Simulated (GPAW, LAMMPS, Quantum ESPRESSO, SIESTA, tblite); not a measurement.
# SIESTA on amorphous Si0.8Ge0.2 (141 atoms): settings against a plane-wave reference

How do the settings of SIESTA change the result for amorphous Si0.8Ge0.2 (141 atoms)? A plane-wave run serves as the yardstick.

Program: SIESTA 5.4.2. Level of theory: the method is named at each step. Results are calculated unless marked as measured.

**1. The starting structure**

The cell holds 141 atoms: 113 Si and 28 Ge. Its edges and angles: a = 14.380 Å, b = 14.380 Å, c = 14.380 Å, α = 90.0°, β = 90.0°, γ = 90.0°. 141 atoms (113 Si, 28 Ge) placed at random at 2.91 g/cm³, melted at 3500 K for 10 ps at fixed volume with the Tersoff potential (Tersoff, Phys. Rev. B 39, 5566 (1989)). Quenched from 3500 K to 300 K at 10 K/ps and fixed volume, held 5 ps, then minimised at fixed cell.

The yardstick, on the same geometry:

- method: Kohn-Sham DFT, PBE, SSSP efficiency 1.3.0 pseudopotentials, plane waves (Quantum ESPRESSO 7.5); sssp-pbe-1.3.0-efficiency, cutoffs 45/360 Ry, Γ point
- r.m.s. force component: 0.2126 eV/Å
- longest force: 0.8812 eV/Å
- pressure: -0.959 GPa
- time: 15 min on 4 MPI ranks of Arm Neoverse V1, shared host
- CPU time: 59 min

**2. PBE, DZP, shift 0.01 Ry, mesh 300 Ry**

Method: Kohn-Sham DFT, PBE, PseudoDojo 0.4.1 norm-conserving pseudopotentials (converted to PSML), numerical atomic orbitals (DZP), diagonalisation.

The .psml files are PseudoDojo norm-conserving potentials that we converted to this format, checked against plane waves on the same files for H, C, O, Si, Ge and Ca alone.

File input.fdf:

```
SystemLabel cell
NumberOfAtoms 141
NumberOfSpecies 2
%block ChemicalSpeciesLabel
  1 14 Si
  2 32 Ge
%endblock ChemicalSpeciesLabel
LatticeConstant 1.0 Ang
%block LatticeVectors
  14.37980 0.00000 0.00000
  0.00000 14.37980 0.00000
  0.00000 0.00000 14.37980
%endblock LatticeVectors
PAO.BasisSize DZP
PAO.EnergyShift 0.01 Ry
XC.Functional GGA
XC.Authors PBE
MeshCutoff 300 Ry
%block kgrid_Monkhorst_Pack
  1 0 0 0.0
  0 1 0 0.0
  0 0 1 0.0
%endblock kgrid_Monkhorst_Pack
SolutionMethod diagon
OccupationFunction FD
ElectronicTemperature 580 K
SCF.Mixer.Method Pulay
SCF.Mixer.Weight 0.05
SCF.Mixer.History 8
SCF.Mix Hamiltonian
MaxSCFIterations 300
SCF.DM.Tolerance 1e-04
SCF.H.Tolerance 1.0e-3 eV
WriteForces T
Write.HirshfeldPop T
Write.VoronoiPop T
Write.DM F
Write.H F
XML.Write F
AtomicCoordinatesFormat Fractional
%block AtomicCoordinatesAndAtomicSpecies
  0.18429 0.82339 0.00361 1
  0.55749 0.13758 0.33293 1
  0.21653 0.81822 0.30681 1
  0.36950 0.47822 0.49956 1
  0.84680 0.77098 0.35823 1
  0.92040 0.05409 0.52324 1
  0.67191 0.24805 0.50785 1
  0.22620 0.62547 0.83324 1
  0.80024 0.04327 0.03131 1
  0.17156 0.76291 0.74730 1
  0.12637 0.37002 0.59068 1
  0.40571 0.40473 0.22962 1
  0.56244 0.42487 0.69895 1
  0.64094 0.44526 0.30492 1
  0.70815 0.60660 0.81445 1
  0.90880 0.44625 0.77862 1
  0.96313 0.06726 0.99126 1
  0.72042 0.69046 0.27324 1
  0.44740 0.27499 0.34231 1
  0.78951 0.85472 0.81166 1
  0.86437 0.58003 0.25165 1
  0.70524 0.68211 0.10422 1
  0.85004 0.70082 0.84976 1
  0.72297 0.35507 0.96402 1
  0.96018 0.57463 0.11535 1
  0.34870 0.13552 0.73149 1
  0.41384 0.14028 0.58028 1
  0.42236 0.25002 0.82821 1
  0.34511 0.04686 0.27385 1
  0.45579 0.01717 0.39215 1
  0.51500 0.78030 0.71967 1
  0.33681 0.50670 0.33993 1
  0.17838 0.23179 0.96911 1
  0.06058 0.39871 0.33897 1
  0.67742 0.83577 0.05344 1
  0.29129 0.36072 0.58062 1
  0.12049 0.17438 0.19710 1
  0.07185 0.28791 0.46186 1
  0.71615 0.14851 0.38742 1
  0.01114 0.79224 0.16814 1
  0.34616 0.24470 0.47580 1
  0.46534 0.83670 0.14851 1
  0.80791 0.88423 0.97365 1
  0.26713 0.88118 0.82118 1
  0.00628 0.71968 0.77586 1
  0.68916 0.52654 0.66730 1
  0.72835 0.99814 0.75400 1
  0.96292 0.28827 0.80194 1
  0.57491 0.33534 0.04043 1
  0.30080 0.66388 0.06999 1
  0.81320 0.49298 0.91007 1
  0.32377 0.39422 0.08066 1
  0.56283 0.61319 0.90779 1
  0.77416 0.16448 0.15474 1
  0.51145 0.18675 0.08694 1
  0.71262 0.95596 0.17283 1
[... 81 atom lines left out ...]
  0.10907 0.94616 0.35143 2
  0.52251 0.00685 0.91270 2
  0.70689 0.23593 0.83955 2
  0.55409 0.44968 0.16031 2
%endblock AtomicCoordinatesAndAtomicSpecies
```

Command:

```bash
OMP_NUM_THREADS=1 mpirun -np 4 siesta < input.fdf > output.txt
```

The log of the run:

```text
Version         : 5.4.2
reinit: System Name:
reinit: System Label: cell
initatom: Reading input for the pseudopotentials and atomic orbitals ----------
Species number:   1 Atomic number:   14 Label: Si
Species number:   2 Atomic number:   32 Label: Ge
Ground state valence configuration (from tables):   3s02  3p02  3d00  4f00
Ground state valence configuration (from tables):   4s02  4p02  4d00  4f00
---- Processing specs for species: Si
GGA--PBE XC_GGA_X_PBE--XC_GGA_C_PBE pb
---- Processing specs for species: Ge
GGA--PBE XC_GGA_X_PBE--XC_GGA_C_PBE pb
Semicore shell(s) with 10 electrons included in the valence for Ge
Semicore shell(s): 3d
Fallback to non-perturbative polarization scheme for Ge
Please see the manual if this is not desired in principle
Si pseudopotential only contains V_ls up to l=2 -- lmxkb reset.
Ge pseudopotential only contains V_ls up to l=2 -- lmxkb reset.
Using PAO.SplitTailNorm
%block ChemicalSpeciesLabel
    1   14 Si                      # Species index, atomic number, species label
    2   32 Ge                      # Species index, atomic number, species label
%endblock ChemicalSpeciesLabel
%block PAO.Basis                 # Define Basis set
Si                    2                    # Species label, number of l-shells
 n=3   0   2                         # n, l, Nzeta
   5.392      3.847
   1.000      1.000
 n=3   1   2 P   1                   # n, l, Nzeta, Polarization, NzetaPol
   6.844      4.952
   1.000      1.000
Ge                    4                    # Species label, number of l-shells
 n=4   0   2                         # n, l, Nzeta
   5.264      3.748
   1.000      1.000
 n=4   1   2                         # n, l, Nzeta
   6.996      5.083
   1.000      1.000
 n=3   2   1                         # n, l, Nzeta
   2.782
   1.000
 n=4   2   1                         # n, l, Nzeta
   6.996
   1.000
%endblock PAO.Basis
coor:   Atomic-coordinates input format  =     Fractional
siesta: System type = bulk
initatomlists: Number of atoms, orbitals, and projectors:    141  1973  2538
siesta: ******************** Simulation parameters ****************************
Total number of electrons:   844.000000
Total ionic charge:   844.000000
 Kpoints in:            1 . Kpoints trimmed:            1
siesta: k-grid: Number of k-points = 1
siesta: k-points from Monkhorst-Pack grid
siesta: k-cutoff (effective) =     7.190 Ang
siesta: k-point supercell and displacements
siesta: k-grid:     1     0     0      0.000
siesta: k-grid:     0     1     0      0.000
siesta: k-grid:     0     0     1      0.000
                     ====================================
                        Single-point calculation
                     ====================================
outcell: Unit cell vectors (Ang):
       14.379800    0.000000    0.000000
        0.000000   14.379800    0.000000
        0.000000    0.000000   14.379800
outcell: Cell vector modules (Ang)   :   14.379800   14.379800   14.379800
outcell: Cell angles (23,13,12) (deg):     90.0000     90.0000     90.0000
outcell: Cell volume (Ang**3)        :   2973.4356
Gamma-point calculation with multiply-connected orbital pairs
Gamma-point calculation with multiply-connected orbital pairs
Folding of H and S implicitly performed
Folding of H and S implicitly performed
new_DM -- step:     1
Initializing Density Matrix...
Attempting to read DM from file... Failed...
DM filled with atomic data:
InitMesh: MESH = 150 x 150 x 150 = 3375000
InitMesh: Mesh cutoff (required, used) =   300.000   300.731 Ry
stepf: Fermi-Dirac step function
        iscf     Eharris(eV)        E_KS(eV)     FreeEng(eV)     dDmax    Ef(eV) dHmax(eV)
   scf:    1   -80908.228725   -80972.517356   -80972.867818  1.579616 -4.168078  5.759648
   scf:    2   -80978.510904   -80975.929937   -80976.281061  0.017030 -4.174668  4.078042
   scf:    3   -80979.994289   -80978.257582   -80978.606640  0.011085 -4.177969  2.838787
   scf:    4   -80980.482609   -80979.558889   -80979.907768  0.010627 -4.176209  1.638622
   scf:    5   -80980.411479   -80980.055944   -80980.407446  0.008681 -4.171425  1.045071
   scf:    6   -80980.313041   -80980.216351   -80980.569995  0.009354 -4.167545  0.646443
[...]
scf:   20   -80980.332024   -80980.332019   -80980.688746  0.000027 -4.161295  0.001299
   scf:   21   -80980.332028   -80980.332023   -80980.688747  0.000027 -4.161267  0.001019
   scf:   22   -80980.332030   -80980.332027   -80980.688747  0.000032 -4.161226  0.000838
SCF Convergence by DM+H criterion
max |DM_out - DM_in|         :     0.0000324334
max |H_out - H_in|      (eV) :     0.0008381133
SCF cycle converged after 22 iterations
Using DM_out to compute the final energy and forces
siesta: E_KS(eV) =           -80980.3320
siesta: E_KS - E_eggbox =    -80980.3320
siesta: Atomic forces (eV/Ang):
     1    0.203133    0.173126   -0.110527
     2    0.155999    0.008960    0.144010
     3   -0.179514    0.145285   -0.165669
     4   -0.054361    0.064321   -0.139553
     5   -0.016531    0.018895   -0.450017
     6    0.096696    0.539527   -0.053061
[...]
139   -0.045867    0.189543    0.221394
   140    0.450716    0.248537    0.180040
   141    0.244546   -0.151136    0.246208
----------------------------------------
   Tot    0.005121    0.001126   -0.005199
----------------------------------------
   Max    0.904351
   Res    0.235582    sqrt( Sum f_i^2 / 3N )
----------------------------------------
   Max    0.904351    constrained
Stress tensor Voigt[x,y,z,yz,xz,xy] (kbar):        9.38       -6.93        8.83      -10.17        0.88       -1.93
(Free)E + p*V (eV/cell)   -80987.6667
Target enthalpy (eV/cell)   -80980.6887
siesta: Program's energy decomposition (eV):
siesta: Ebs     =    -13281.453231
siesta: Eions   =     89983.819357
siesta: Ena     =      8334.796493
siesta: Ekin    =     55783.698743
siesta: Enl     =    -34141.803288
siesta: DEna    =       346.593734
siesta: DUscf   =        18.548761
siesta: Ex      =    -19883.146339
siesta: Ec      =     -1455.200774
siesta: Exc     =    -21338.347114
siesta: Eharris =    -80980.332030
siesta: Etot    =    -80980.332027
siesta: FreeEng =    -80980.688747
siesta: Final energy (eV):
siesta:  Band Struct. =  -13281.453231
siesta:       Kinetic =   55783.698743
siesta:       Hartree =   31630.946107
siesta:         Exch. =  -19883.146339
siesta:         Corr. =   -1455.200774
siesta:   Exch.-corr. =  -21338.347114
siesta:  Ion-electron = -116318.972332
siesta:       Ion-ion =  -30737.657431
siesta:         Total =  -80980.332027
siesta:         Fermi =      -4.161226
siesta: Stress tensor (static) (eV/Ang**3):
siesta:     0.005854   -0.001206    0.000550
siesta:    -0.001206   -0.004326   -0.006350
siesta:     0.000550   -0.006350    0.005512
siesta: Cell volume =       2973.435603 Ang**3
siesta: Pressure (static):
siesta:                Solid            Molecule  Units
siesta:          -0.00002556         -0.00003867  Ry/Bohr**3
siesta:          -0.00234677         -0.00355025  eV/Ang**3
siesta:          -3.75993464         -5.68812355  kBar
    Orbital volume contribution        =         107.965753 eV
    (Free)E + p_basis*V_orbitals       =      -80872.722994 eV
    (Free)Eharris+ p_basis*V_orbitals  =      -80872.722998 eV
Hirshfeld Atomic Populations:
Atom #   charge [q] valence [e]  Species
     1     0.010326    3.989674  Si
     2     0.004834    3.995166  Si
     3    -0.025173    4.025173  Si
     4    -0.027408    4.027408  Si
     5     0.004859    3.995141  Si
     6     0.002856    3.997144  Si
[...]
114     0.030424   13.969576  Ge
   115     0.021706   13.978294  Ge
   116     0.039252   13.960748  Ge
   117     0.051588   13.948412  Ge
   118     0.014722   13.985278  Ge
   119     0.048158   13.951842  Ge
[...]
--------------------
 Total     0.000032
Voronoi Atomic Populations:
Atom #   charge [q] valence [e]  Species
[...]
111    -0.021197    4.021197  Si
   112    -0.013219    4.013219  Si
   113    -0.015202    4.015202  Si
[...]
139     0.025081   13.974919  Ge
   140     0.020865   13.979135  Ge
   141     0.021015   13.978985  Ge
--------------------
 Total     0.000032
```

The job ended after 4 min (4 MPI ranks of Arm Neoverse V1, shared host; peak memory 3.2 GiB; 16 min of CPU time).

Banners, paths, timers and routine set-up lines are dropped from the logs unmarked, and long logs keep their key lines alone; longer cuts are marked.

Numbers from this run, and their distance from the reference:

| Property | Result |
| --- | --- |
| r.m.s. force component | 0.2356 eV/Å |
| r.m.s. difference of force components | 66.34 meV/Å |
| longest difference of force vectors | 335.2 meV/Å |
| force difference over r.m.s. force | 31.21 % |
| slope of forces against the reference's | 1.065 |
| correlation of force components | 0.9613 |
| pressure | -0.376 GPa |
| pressure difference | 0.583 GPa |

This run lies far from the reference in forces at the same functional.

Length of the force difference by element (eV/Å):

| element | atoms | mean | most |
| --- | --- | --- | --- |
| Ge | 28 | 0.16 | 0.34 |
| Si | 113 | 0.084 | 0.17 |

Local excerpt of 9 atoms (numbers count through the whole input) about Si69, picked at random; x, y, z are measured from there.

| atom | x | y | z | distance (Å) | bonds | Hirshfeld charge (e) | Fx | Fy | Fz (eV/Å) |
| --- | --- | --- | --- | --- | --- | --- | --- | --- | --- |
| Si69 | 0.00 | 0.00 | 0.00 | 0.00 | 4 | 0.00 | 0.04 | -0.06 | -0.02 |
| Si112 | 0.08 | -1.01 | -2.15 | 2.37 | 4 | -0.01 | -0.20 | 0.35 | -0.37 |
| Si84 | -1.24 | -1.39 | 1.50 | 2.39 | 4 | -0.01 | 0.17 | -0.07 | -0.03 |
| Ge134 | 2.18 | -0.29 | 1.10 | 2.46 | 4 | 0.03 | 0.04 | -0.12 | 0.12 |
| Ge130 | -0.63 | 2.46 | -0.05 | 2.54 | 4 | 0.06 | -0.15 | 0.08 | -0.06 |
| Si101 | 1.68 | 0.09 | 3.45 | 3.84 | 4 | -0.01 | -0.12 | -0.02 | 0.27 |
| Si46 | -3.27 | -0.32 | 2.02 | 3.85 | 4 | 0.00 | -0.40 | -0.10 | 0.24 |
| Si16 | -0.11 | -1.48 | 3.62 | 3.91 | 4 | -0.01 | -0.18 | 0.11 | 0.00 |
| Ge133 | 3.74 | 1.38 | 0.11 | 3.99 | 4 | 0.03 | -0.07 | 0.41 | -0.18 |

Forces lie 31 % from the reference's, at 0.27 times its CPU time.

**3. PBE, SZP, shift 0.01 Ry, mesh 300 Ry**

Method: Kohn-Sham DFT, PBE, PseudoDojo 0.4.1 norm-conserving pseudopotentials (converted to PSML), numerical atomic orbitals (SZP), diagonalisation.

Edit input.fdf of step 2 so:

```diff
@@ -13,3 +13,3 @@
 %endblock LatticeVectors
-PAO.BasisSize DZP
+PAO.BasisSize SZP
 PAO.EnergyShift 0.01 Ry
```

Command:

```bash
OMP_NUM_THREADS=1 mpirun -np 2 siesta < input.fdf > output.txt
```

The log of the run:

```text
Version         : 5.4.2
reinit: System Name:
reinit: System Label: cell
initatom: Reading input for the pseudopotentials and atomic orbitals ----------
Species number:   1 Atomic number:   14 Label: Si
Species number:   2 Atomic number:   32 Label: Ge
Ground state valence configuration (from tables):   3s02  3p02  3d00  4f00
[... lines left out ...]
        iscf     Eharris(eV)        E_KS(eV)     FreeEng(eV)     dDmax    Ef(eV) dHmax(eV)
[... lines left out ...]
SCF Convergence by DM+H criterion
[... lines left out ...]
SCF cycle converged after 20 iterations
[... lines left out ...]
   Max    0.968763
[... lines left out ...]
   Max    0.968763    constrained
Stress tensor Voigt[x,y,z,yz,xz,xy] (kbar):      -29.33      -43.33      -29.77       -9.13        0.12       -1.83
[... lines left out ...]
siesta: FreeEng =    -80935.936330
[... lines left out ...]
siesta:         Fermi =      -4.295209
[... lines left out ...]
siesta:           0.02130866          0.02088044  eV/Ang**3
siesta:          34.14023693         33.45415329  kBar
    Orbital volume contribution        =          88.357664 eV
    (Free)E + p_basis*V_orbitals       =      -80847.578666 eV
    (Free)Eharris+ p_basis*V_orbitals  =      -80847.578672 eV
Hirshfeld Atomic Populations:
Atom #   charge [q] valence [e]  Species
     1     0.009296    3.990704  Si
     2     0.001262    3.998738  Si
     3    -0.024669    4.024669  Si
[...]
114     0.035795   13.964205  Ge
   115     0.027350   13.972650  Ge
   116     0.042769   13.957231  Ge
[...]
--------------------
 Total     0.000013
Voronoi Atomic Populations:
Atom #   charge [q] valence [e]  Species
[...]
112    -0.014418    4.014418  Si
   113    -0.016445    4.016445  Si
[...]
140     0.033243   13.966757  Ge
   141     0.027160   13.972840  Ge
--------------------
 Total     0.000013
```

The job ended after 5.2 min (2 MPI ranks; peak memory 2.4 GiB).

Numbers from this run, and their distance from the reference:

| Property | Result |
| --- | --- |
| r.m.s. force component | 0.2775 eV/Å |
| r.m.s. difference of force components | 165 meV/Å |
| longest difference of force vectors | 718.7 meV/Å |
| force difference over r.m.s. force | 77.61 % |
| slope of forces against the reference's | 1.051 |
| correlation of force components | 0.8051 |
| pressure | 3.414 GPa |
| pressure difference | 4.373 GPa |

This is a coarse setting, run to see what it loses.

Against the first run (31 %), the force difference from the reference is 78 %, at 0.65 times the CPU time (on 2 against 4 cores), with 1409 basis functions against 1973: the smaller basis costs accuracy.

**4. VV10, PBE potentials, DZP, shift 0.01 Ry, mesh 300 Ry**

Method: Kohn-Sham DFT, VV10, PseudoDojo 0.4.1 norm-conserving pseudopotentials (converted to PSML), numerical atomic orbitals (DZP), diagonalisation.

Edit input.fdf of step 3 so:

```diff
@@ -13,6 +13,6 @@
 %endblock LatticeVectors
-PAO.BasisSize SZP
+PAO.BasisSize DZP
 PAO.EnergyShift 0.01 Ry
-XC.Functional GGA
-XC.Authors PBE
+XC.Functional VDW
+XC.Authors VV
 MeshCutoff 300 Ry
```

Command:

```bash
OMP_NUM_THREADS=1 mpirun -np 4 siesta < input.fdf > output.txt
```

The log of the run:

```text
Version         : 5.4.2
reinit: System Name:
reinit: System Label: cell
initatom: Reading input for the pseudopotentials and atomic orbitals ----------
Species number:   1 Atomic number:   14 Label: Si
Species number:   2 Atomic number:   32 Label: Ge
Ground state valence configuration (from tables):   3s02  3p02  3d00  4f00
[... lines left out ...]
        iscf     Eharris(eV)        E_KS(eV)     FreeEng(eV)     dDmax    Ef(eV) dHmax(eV)
[... lines left out ...]
SCF Convergence by DM+H criterion
[... lines left out ...]
SCF cycle converged after 20 iterations
[... lines left out ...]
   Max    0.921874
[... lines left out ...]
   Max    0.921874    constrained
Stress tensor Voigt[x,y,z,yz,xz,xy] (kbar):       -1.56      -18.78       -2.83      -10.40        0.79       -2.20
[... lines left out ...]
siesta: FreeEng =    -81051.832960
[... lines left out ...]
siesta:         Fermi =      -4.145029
[... lines left out ...]
siesta:           0.00482001          0.00341214  eV/Ang**3
siesta:           7.72250803          5.46684779  kBar
    Orbital volume contribution        =         108.159998 eV
    (Free)E + p_basis*V_orbitals       =      -80943.672962 eV
    (Free)Eharris+ p_basis*V_orbitals  =      -80943.672972 eV
Hirshfeld Atomic Populations:
Atom #   charge [q] valence [e]  Species
     1     0.010458    3.989542  Si
     2     0.004433    3.995567  Si
     3    -0.026640    4.026640  Si
[...]
114     0.034110   13.965890  Ge
   115     0.024318   13.975682  Ge
   116     0.041237   13.958763  Ge
[...]
--------------------
 Total     0.000044
Voronoi Atomic Populations:
Atom #   charge [q] valence [e]  Species
[...]
112    -0.013420    4.013420  Si
   113    -0.018320    4.018320  Si
[...]
140     0.021819   13.978181  Ge
   141     0.022939   13.977061  Ge
--------------------
 Total     0.000045
```

Elapsed: 8.5 min, on 4 MPI ranks; peak memory 4.6 GiB; 34 min of CPU time.

Against the reference:

```yaml
r_m_s_force_component: 0.2452 eV/Å
r_m_s_difference_of_force_components: 85.68 meV/Å
longest_difference_of_force_vectors: 406.3 meV/Å
force_difference_over_r_m_s_force: 40.3 %
slope_of_forces_against_the_reference_s: 1.084
correlation_of_force_components: 0.9398
pressure: 0.7722 GPa
pressure_difference: 1.731 GPa
```

Against the first run (31 %), the force difference from the reference is 40 %, at 2.1 times the CPU time; the model has changed, so this is no error of the program alone.

(Continued in part 2 of 2.)

[Also dropped from logs without a mark: logging warnings of Python, and SIESTA's first energy breakdown and zero terms.]

[Logs are printed without paths, hosts, clocks, repeated set-up lines and the standing remarks that a program may print on its own settings, such as how far it seeks lower states.]

[Hosts, paths, dates, database ids (printed as entryN), source tags and the programs' standing remarks are cut or masked in the printed files.]
